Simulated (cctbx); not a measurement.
**HfMgNiP2O9 across an absorption edge**

Space group Pnma (no. 62), a = 14.1090 Å, b = 6.2120 Å, c = 7.3790 Å, α = 90.00°, β = 90.00°, γ = 90.00°.

```csv
atom,mult.,x,y,z,Ueq (Å²)
Hf1,4,0.8836,3/4,0.6466,0.0061
Ni1,4,1/2,0,1/2,0.0073
P1,4,0.6899,3/4,5/8,0.0119
P2,4,0.9281,1/4,0.6478,0.0076
Mg1,4,0.1941,1/4,0.9666,0.0123
O1,4,0.4982,3/4,0.0070,0.0102
O2,4,0.2670,3/4,0.0260,0.0087
O3,8,0.6384,0.9408,0.1287,0.0101
O4,4,0.7475,3/4,0.7976,0.0102
O5,4,0.9320,3/4,0.8857,0.0097
O6,4,0.4757,1/4,0.6780,0.0118
O7,8,0.6334,0.5482,0.6094,0.0095
```

This is a model crystal, built by substitution and not relaxed, with assumed displacement parameters.

Calculated with cctbx: free-atom f′ and f″ from the Sasaki tables, no fine structure; amplitudes in electrons.

| E (eV) | F 4 0 1 | F 3 1 1 | F 0 0 2 | F 3 0 1 |
| --- | --- | --- | --- | --- |
| 8961 | 140.1 | 56.6 | 76.9 | 97.7 |
| 9311 | 138.8 | 53.1 | 80.8 | 97.1 |
| 9441 | 137.7 | 50.0 | 83.0 | 95.4 |
| 9501 | 136.8 | 47.4 | 84.6 | 93.7 |
| 9531 | 135.8 | 44.6 | 86.3 | 91.8 |
| 9546 | 134.8 | 41.8 | 87.9 | 89.9 |
| 9553 | 133.9 | 39.3 | 89.3 | 88.1 |
| 9557 | 133.0 | 36.6 | 90.8 | 86.2 |
| 9565 | 133.0 | 40.4 | 90.8 | 88.0 |
| 9569 | 134.1 | 43.1 | 89.1 | 90.2 |
| 9576 | 135.0 | 45.6 | 87.6 | 92.1 |
| 9591 | 136.0 | 48.3 | 86.0 | 94.2 |
| 9621 | 137.1 | 51.0 | 84.5 | 96.3 |
| 9711 | 138.3 | 54.3 | 82.7 | 99.1 |
| 9961 | 139.6 | 57.7 | 81.3 | 102.2 |

**Question.** Which edge is crossed, and why do the reflections move as they do?

The L3 edge of Hf. The edge is at 9561 eV. f′ of Hf falls from -12.1 e at 9441 eV to -19.1 e at 4 eV below it, and f″ steps from 3.77 to 10.51 e across it. Over that approach |F| changes by -3 % (4 0 1), -27 % (3 1 1), +9 % (0 0 2) and -10 % (3 0 1): a reflection falls where Hf scatters in phase with the total and rises where it scatters against it; it hardly moves where the Hf term is small or cancels by symmetry. Above the edge the larger f″ enters the imaginary part, where it can add to or cancel the other atoms' f″. The structure is centrosymmetric, so Friedel mates stay equal.

[Logs are printed without paths, hosts, clocks, repeated set-up lines and the standing remarks that a program may print on its own settings, such as how far it seeks lower states.]
